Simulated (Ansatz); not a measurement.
## Lattice dynamics of Be2Sn (model cell, started as cuprite)

Wanted: phonon frequencies of Be2Sn (model cell, started as cuprite) and what follows from them.

Calculated with Ansatz 0.2.0; DFT PBEsol, scalar-relativistic, plane waves, PAW.

Most raw output is cut from this account.

The structure was built from a prototype and need not be the compound's stable phase.

In doubt: the program warns that the response may not be converged on this k-mesh (step 4), which bears on the force constants and all frequencies.

### Step 1. Starting point

It takes space group Pn-3m (No. 224, cubic). Conventional cell: a = 5.386 Å, b = 5.386 Å, c = 5.386 Å, α = 90.00°, β = 90.00°, γ = 90.00°. Sn has 4 Be at 2.33 Å nearest. Be has 2 Sn at 2.33 Å nearest. Farther neighbours are not listed.

Structure file:

```cif
data_structure
_symmetry_space_group_name_H-M 'P 1'
_symmetry_Int_Tables_number 1
_cell_length_a 5.3855
_cell_length_b 5.3855
_cell_length_c 5.3855
_cell_angle_alpha 90.000
_cell_angle_beta 90.000
_cell_angle_gamma 90.000
_cell_volume 156.20
loop_
_atom_site_label
_atom_site_type_symbol
_atom_site_fract_x
_atom_site_fract_y
_atom_site_fract_z
_atom_site_occupancy
Sn1 Sn 0.00000 0.00000 0.00000 1
Sn2 Sn 0.50000 0.50000 0.50000 1
Be3 Be 0.25000 0.25000 0.25000 1
Be4 Be 0.75000 0.75000 0.25000 1
Be5 Be 0.75000 0.25000 0.75000 1
Be6 Be 0.25000 0.75000 0.75000 1
```

### Step 2. Relaxation

The cell and atoms are relaxed, since residual forces and stress would shift the frequencies.

Contents of input.yaml:

```yaml
crystal:
  lattice:
    - [5.38552, 0.0, 0.0]
    - [0.0, 5.38552, 0.0]
    - [0.0, 0.0, 5.38552]
  atoms:
    - { symbol: Sn, position: [0.0, 0.0, 0.0] }
    - { symbol: Sn, position: [0.5, 0.5, 0.5] }
    - { symbol: Be, position: [0.25, 0.25, 0.25] }
    - { symbol: Be, position: [0.75, 0.75, 0.25] }
    - { symbol: Be, position: [0.75, 0.25, 0.75] }
    - { symbol: Be, position: [0.25, 0.75, 0.75] }
kpoints:
  mp_grid: { grid: [6, 6, 6] }
hamiltonian:
  xc: pbesol
scf:
  occupations: { method: gaussian, width: 0.02 }
output:
  forces: true
  stress: true
  eigenvalues: true
relax:
  adjacent_minimum: "off"
  f_tol: 0.005
  max_steps: 80
  cell: { stress_tol: 0.05 }
```

On the command line:

```
$ ansatz run input.yaml --threads 8 --pin off --max-ram 14336MiB --backend cpu --events-out ev --progress --plain --runs-dir out
```

It took 1.4 s on 8 threads of Arm Neoverse V2, shared host; peak memory 0.57 GiB; 8.8 s of CPU time.

Little changed from the start: no atom moved by 0.005 Å and no cell edge by 0.1 %.

This step gave:

| Item | Value |
| --- | --- |
| pressure | 0.001402 GPa |
| gap on the k-mesh | 0.5541 eV |
| volume per atom | 26.03 Å³ |
| direct gap on mesh | 0.5541 eV |

In this step the volume went from 26.03 to 26.03 Å³/atom.

### Step 3. Tight relaxation

Phonons need a cell at rest on their own settings, so the relaxation is repeated with tight tolerances on forces and stress, using the mesh and the filling of the phonon run that follows.

input.yaml: that of step 2 with these lines changed.

```diff
@@ -17,3 +17,3 @@
 scf:
-  occupations: { method: gaussian, width: 0.02 }
+  occupations: { method: fixed }
 output:
@@ -24,4 +24,4 @@
   adjacent_minimum: "off"
-  f_tol: 0.005
-  max_steps: 80
-  cell: { stress_tol: 0.05 }
+  f_tol: 0.001
+  max_steps: 60
+  cell: { stress_tol: 0.01 }
```

Elapsed: 1.4 s, on 8 threads; peak memory 0.56 GiB; 9.3 s of CPU time.

Little changed from the start: no atom moved by 0.005 Å and no cell edge by 0.1 %.

This step gave:

| Item | Value |
| --- | --- |
| pressure | 0.001403 GPa |

The forces vanish by symmetry and the pressure is 0.001 GPa, within the tolerances set. The cell now holds 26.03 Å³/atom.

### Step 4. Linear response at the zone centre

The zone centre comes first: it holds the modes that light can see, as far as symmetry allows. The response to a homogeneous field gives the Born charges and the dielectric tensor, and its change with displacement the Raman tensors.

input.yaml: that of step 3 with these lines changed.

```diff
@@ -19,9 +19,7 @@
 output:
-  forces: true
-  stress: true
   eigenvalues: true
-relax:
-  adjacent_minimum: "off"
-  f_tol: 0.001
-  max_steps: 60
-  cell: { stress_tol: 0.01 }
+phonons:
+  method: dfpt
+  dielectric: true
+  rigid_motions: translations
+  raman: true
```

The job ended after 75 s (8 threads; peak memory 2.7 GiB).

Numbers from this step:

```
sum-rule residual before enforcement                    : 1.11e-4 eV/Å²
miss of the charge sum rule                             : 3.74e-5 e
estimated error of the dielectric tensor                : 0.03643
estimated error of the Born charges                     : 0.01464 e
point group                                             : m-3m
highest optical mode at the zone centre (no LO-TO term) : 656.8 cm⁻¹
lowest optical zone-centre mode                         : -80.49 cm⁻¹
mean high-frequency dielectric constant                 : 11.25
largest Born charge (third of the trace)                : -2.126 e
top of the zone-centre spectrum with the field          : 673.5 cm⁻¹
```

Without the LO-TO term. Patterns of degenerate modes are one choice out of their space. The modes at Γ (shares of kinetic energy by element, %) (negative means imaginary):

```tsv
mode	frequency (cm⁻¹)	symmetry	Sn %	Be %
1	-80.5	T2u	0	100
2	-80.5	T2u	0	100
3	-80.5	T2u	0	100
4	0.0	acoustic	87	13
5	0.0	acoustic	87	13
6	0.0	acoustic	87	13
7	86.3	T1u	9	91
8	86.3	T1u	9	91
9	86.3	T1u	9	91
10	137.9	T2g	100	0
11	137.9	T2g	100	0
12	137.9	T2g	100	0
13	242.1	Eu	0	100
14	242.1	Eu	0	100
15	655.9	A2u	0	100
16	656.8	T1u	5	95
17	656.8	T1u	5	95
18	656.8	T1u	5	95
```

Displacements in mode 1 (-80.5 cm⁻¹), the largest set to 1:
```
Sn1  0.00  0.00  0.00
Sn2  0.00  0.00  0.00
Be3  0.48  0.41 -0.89
Be4 -0.11  1.00  0.89
Be5  0.11 -0.41 -0.52
Be6 -0.48 -1.00  0.52
```

Displacements in mode 11 (137.9 cm⁻¹), the largest set to 1:
```
Sn1  0.08  0.80  1.00
Sn2 -0.08 -0.80 -1.00
Be3  0.00  0.00  0.00
Be4  0.00  0.00  0.00
Be5  0.00  0.00  0.00
Be6  0.00  0.00  0.00
```

Optical modes at the zone centre, without and with the macroscopic field of the longitudinal modes; each column is sorted by frequency, so a row need not hold one and the same mode. Modes with and without the field, by row:

```tsv
rank among optical modes	no field (cm⁻¹)	q along (1, 0, 0) (cm⁻¹)
1	-80.5	-80.5
2	-80.5	-80.5
3	-80.5	-80.5
4	86.3	86.3
5	86.3	86.3
6	86.3	98.8
7	137.9	137.9
8	137.9	137.9
9	137.9	137.9
10	242.1	242.1
11	242.1	242.1
12	655.9	655.9
13	656.8	656.8
14	656.8	656.8
15	656.8	673.5
```

Born charge (rows field, columns displacement) (e), principal values of the symmetric part by kind of site:

```tsv
atom	atoms with these values	low	middle	high	mean
Sn1	2	-2.13	-2.13	-2.13	-2.13
Be3	4	0.48	0.48	2.22	1.06
```

In full for Be3:

```
1.06 0.58 0.58
0.58 1.06 0.58
0.58 0.58 1.06
```

High-frequency dielectric tensor:

```
11.25  0.00  0.00
 0.00 11.25  0.00
 0.00  0.00 11.25
```

Transverse modes; imaginary modes are left out. Infrared lines, with heights relative to the strongest:

```tsv
position (cm⁻¹)	relative intensity
86	11
138	0.0
242	0.0
656	0.0
657	100
```

Activity x (w_L - w)^4 (n + 1)/w, 532 nm, 300 K; imaginary modes are left out; the tensors are static ones, while 532 nm light lies above the computed direct gap, where resonance would change the heights; modes without the macroscopic field alone. Raman lines, with heights relative to the strongest:

```tsv
position (cm⁻¹)	relative intensity
86	0.0
138	100
242	0.0
656	0.0
657	0.0
```

Before it was imposed, the acoustic sum rule was missed by 1.1e-4 eV/Å² and the charge sum rule by 3.7e-5 e. Small misses are needed for a sound result but don't prove that mesh and cutoff are converged. The lowest optical mode is imaginary, 80.5i cm⁻¹, so the energy falls along it.

The log warns of the k mesh: “the force constants stand on the 6×6×6 k-mesh, whose period is 11.98 times the interband length at k = (0.0000, -0.5000, -0.5000), direct gap 1.615 eV, under 14: take them and everything formed from them as unconverged”.

### Step 5. The dispersion

Stability and thermal properties need the whole zone. Linear response on a 2×2×2 q mesh gives force constants as far as a supercell of that size would, and the tensors from the zone-centre run are typed in so that the long-range dipole term is interpolated apart.

input.yaml, the sections that differ from step 4:

```yaml
phonons:
  method: dfpt
  qmesh: [2, 2, 2]
  temperatures: { t_max: 1000, t_step: 50 }
  qpath:
    path:
      - [[0.0, 0.0, 0.0], [0.0, 0.5, 0.0], [0.5, 0.5, 0.0], [0.0, 0.0, 0.0], [0.5, 0.5, 0.5], [0.0, 0.5, 0.0]]
      - [[0.5, 0.5, 0.5], [0.5, 0.5, 0.0]]
    npoints: 10
  non_analytic_term:
    high_frequency_dielectric_tensor: [[11.2466, 0.0, 0.0], [0.0, 11.2466, 0.0], [0.0, 0.0, 11.2466]]
    born_effective_charges:
      - { species: Sn, tensor: [[-2.1256, 0.0, 0.0], [0.0, -2.1256, 0.0], [0.0, 0.0, -2.1256]] }
      - { species: Sn, tensor: [[-2.1256, 0.0, 0.0], [0.0, -2.1256, 0.0], [0.0, 0.0, -2.1256]] }
      - { species: Be, tensor: [[1.0628, 0.5796, 0.5796], [0.5796, 1.0628, 0.5796], [0.5796, 0.5796, 1.0628]] }
      - { species: Be, tensor: [[1.0628, 0.5796, -0.5796], [0.5796, 1.0628, -0.5796], [-0.5796, -0.5796, 1.0628]] }
      - { species: Be, tensor: [[1.0628, -0.5796, 0.5796], [-0.5796, 1.0628, -0.5796], [0.5796, -0.5796, 1.0628]] }
      - { species: Be, tensor: [[1.0628, -0.5796, -0.5796], [-0.5796, 1.0628, 0.5796], [-0.5796, 0.5796, 1.0628]] }
    source: "zone-centre run at this cell"
# crystal, kpoints, hamiltonian, scf, output: as in step 4
```

Wall time 35 s (8 threads); peak memory 1.4 GiB; 4.3 min of CPU time.

This step gave:

```yaml
sum_rule_residual_before_enforcement: 6.69e-5 eV/Å²
lowest_frequency_on_the_path: -82.56 cm⁻¹
highest_frequency_on_the_path_or_at_a_solved_wavevector: 673.5 cm⁻¹
lowest_mode_on_the_q_mesh_acoustic_modes_at_gamma_apart: -80.49 cm⁻¹
```

Frequencies (cm⁻¹) solved at each irreducible wavevector; negative means imaginary. Frequencies by wavevector, by row:

```tsv
q in reciprocal lattice units	star	mode 1	mode 2	mode 3	mode 4	mode 16	mode 17	mode 18
0 0 0	1	-80.5	-80.5	-80.5	0	656.8	656.8	656.8
0 0 -0.5	3	-40.3	-40.3	47.9	47.9	657.9	663.8	663.8
0 -0.5 -0.5	3	-60.8	-60.8	-12.2	-12.2	658.2	670.2	670.2
-0.5 -0.5 -0.5	1	-69.7	-69.7	-69.7	-39.5	659.8	659.8	659.8
```

Interpolated from a 2×2×2 q mesh, with the LO-TO term (at Γ the limit along the path; where Γ stands inside the path, tables give the limit on arrival). Phonon branches along the path, in cm⁻¹:

```tsv
point	branch 1	branch 2	branch 3	branch 4	branch 15	branch 16	branch 17	branch 18
Γ	-80	-80	-80	0	656	657	657	674
halfway	-63	-63	14	16	657	657	658	670
X	-40	-40	48	48	658	658	664	664
halfway	-40	-40	-23	-23	658	658	668	668
M	-61	-61	-12	-12	658	658	670	670
halfway	-76	-45	-6	9	657	657	662	671
Γ	-80	-80	-80	0	656	657	657	674
halfway	-73	-49	-49	48	659	659	660	668
R	-70	-70	-70	-40	653	660	660	660
halfway	-48	-46	-44	14	658	661	663	665
X	-40	-40	48	48	658	658	664	664
jump to R	-70	-70	-70	-40	653	660	660	660
halfway	-61	-61	-42	-42	659	659	661	665
M	-61	-61	-12	-12	658	658	670	670
```

Tetrahedra on a 12×12×12 mesh, mean over bins of 10 cm-1. Interpolated from a 2×2×2 q mesh. Phonon density of states against wavenumber; read off at these points:

wavenumber (cm⁻¹), phonon density of states (1/cm⁻¹/cell) and a bar:
```
      -85      0.001 
      -45      0.081 ############
      -15      0.026 ####
       25      0.026 ####
       45      0.060 #########
       55      0.050 #######
       85      0.070 ##########
       95      0.060 #########
      135      0.090 #############
      145      0.169 #########################
      165      0.029 ####
      205      0.010 #
      245      0.000 
      275      0.000 
      315      0.000 
      345      0.000 
      385      0.000 
      425      0.000 
      455      0.000 
      495      0.000 
      535      0.000 
      565      0.000 
      605      0.000 
      635      0.000 
      655      0.206 ##############################
      675      0.022 ###
```

The partial phonon density of states has structure finer than the step of the table below, so its rows give means over 25 cm⁻¹, whole bins alone (the curve runs from -92.4 to 703 cm⁻¹). Peaks (cm⁻¹: height): Be -47.3: 0.0588, 87.8: 0.0412, 658.2: 0.197; Sn 142.8: 0.125.

Phonopy on the run's constants, 11x11x11 mesh, Gaussian sigma 5.7 cm-1. Interpolated from a 2×2×2 q mesh. Partial phonon density of states against wavenumber; means over each step; values in 1/cm⁻¹/cell:

```tsv
wavenumber (cm⁻¹)	Be	Sn
-75	0.0221	0.00155
-50	0.0520	0.0137
-25	0.0229	0.0181
0	0.00454	0.0107
25	0.0156	0.0153
50	0.0327	0.0195
75	0.0312	0.0246
100	0.0346	0.0202
125	0.0253	0.0480
150	0.0295	0.0616
175	0.0351	0.00108
200	0.0140	1.6e-4
225	0.00508	1.4e-5
250	5.1e-4	0
275	0	0
300	0	0
325	0	0
350	0	0
375	0	0
400	0	0
425	0	0
450	0	0
475	0	0
500	0	0
525	0	0
550	0	0
575	0	0
600	0	0
625	3.8e-5	1.7e-6
650	0.0857	0.00326
675	0.0692	0.00224
```

Symmetry leaves 4 wavevectors to solve. The lowest mode among them, the acoustic zeros apart, lies at Γ and is imaginary, 80.5i cm⁻¹, so the energy falls along it.

### Step 6. What came out

| Item | Value |
| --- | --- |
| space group after relaxation (within 0.01 Å) | Pn-3m |
| volume per atom | 26.0 Å³ |
| gap on the k-mesh | 0.554 eV |
| highest optical mode at the zone centre (no LO-TO term) | 657 cm⁻¹ |
| top of the zone-centre spectrum with the field | 674 cm⁻¹ |
| lowest optical zone-centre mode | -80.5 cm⁻¹ |
| mean high-frequency dielectric constant | 11.2 |
| largest Born charge (third of the trace) | -2.13 e |
| lowest mode on the q mesh (acoustic modes at Γ apart) | -80.5 cm⁻¹ |
| highest frequency on the path or at a solved wavevector | 674 cm⁻¹ |
| imaginary modes on the 2×2×2 q mesh | yes |

What this shows: Modes are clearly imaginary (beyond 10i cm⁻¹) at 4 of the 4 irreducible wavevectors, most at Γ (80.5i cm⁻¹), so this structure is not a minimum of the energy. Without the field, the optical modes at Γ span -80 to 657 cm⁻¹ (negative means imaginary). The highest mode in this list at Γ, 656.8 cm⁻¹, is mostly motion of Be (95 % of the kinetic energy). With the macroscopic field of the longitudinal modes the top of the zone-centre spectrum lies at 674 cm⁻¹, against 657 cm⁻¹ without it. Among the real modes, the strongest infrared line is at 657 cm⁻¹. Averaged over orientations, the strongest Raman line at 532 nm and 300 K is at 138 cm⁻¹. The tensors are the static, non-resonant ones, while 532 nm light (2.33 eV) lies above the computed gap. With the field response the log warns that the k mesh is coarse for the force constants too, so the frequencies may not be converged. The program warns that the interpolation holds no quadrupole term, so branches close to Γ can be off in this crystal. Spin-orbit coupling is left out, which can matter for the heavy elements here. The starting cell was built on a prototype and not taken from a measurement, so the phase need not exist. These are harmonic frequencies at zero temperature: anharmonic shifts, linewidths and thermal expansion are left out.

[Logs are printed without paths, hosts, clocks, repeated set-up lines and the standing remarks that a program may print on its own settings, such as how far it seeks lower states.]

[Hosts, paths, dates, database ids (printed as entryN), source tags and the programs' standing remarks are cut or masked in the printed files.]
